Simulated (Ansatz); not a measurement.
# amorphous Si2O: which shell does photoemission see at 21.2 and 5414.7 eV? (PBEsol)

The valence band of amorphous Si2O mixes several shells. Work out by hand which one leads the spectrum's area at each photon energy.

Filled states come from the projected DOS of Ansatz 0.2.0 (PBEsol, plane waves); cross sections σ and asymmetry parameters β are those of free atoms in a Dirac–Hartree–Slater calculation. A shell's area is states × σ × angular factor, which is 1 + β·P₂(cos θ) for linear light, with θ = 10° from the polarisation and P₂ = 0.955.

**At 21.2 eV** (states counted from 11.2 eV below the zero; other shells add 11 to the products' sum of 259):

| shell | filled states a cell | cross section (Mb an electron) | β | angular factor | product | share by hand (%) | share in the simulated spectrum (%) |
| --- | --- | --- | --- | --- | --- | --- | --- |
| O 2s | 1.69 | 0 | 0.00 | 1.00 | 0 | 0 | 0 |
| O 2p | 49.46 | 2.73 | 0.81 | 1.78 | 240 | 93 | 93 |
| Si 3s | 20.99 | 0.129 | 2.00 | 2.91 | 7.87 | 3 | 3 |

**At 5414.7 eV** (states counted from 23.6 eV below the zero; other shells add 7.1e-05 to the products' sum of 0.00274):

```
shell  filled states a cell  cross section (Mb an electron)     β  angular factor   product  share by hand (%)  share in the simulated spectrum (%)
 O 2s                 16.54                        2.44e-05  2.00            2.91   0.00117                 43                                   43
 O 2p                 50.67                        4.56e-07  0.15            1.14  2.64e-05                  1                                    1
Si 3s                 23.87                        2.11e-05  2.00            2.91   0.00147                 54                                   54
```

O 2p leads at 21.2 eV and Si 3s at 5414.7 eV. Between the two energies σ of O 2p changes by a factor 1.7e-7 and that of Si 3s by 1.6e-4, so their ratio moves 981-fold in favour of the second. The simulated spectrum uses the same rule on the energy-resolved DOS, so the two share columns agree within a few points.

Only crystals where the two columns agree within 4 points and the lead is clear are worked in this form. Free-atom cross sections ignore the solid's final states, no escape depth or background enters, and the count of states a shell hangs on the projection.

[Logs are printed without paths, hosts, clocks, repeated set-up lines and the standing remarks that a program may print on its own settings, such as how far it seeks lower states.]
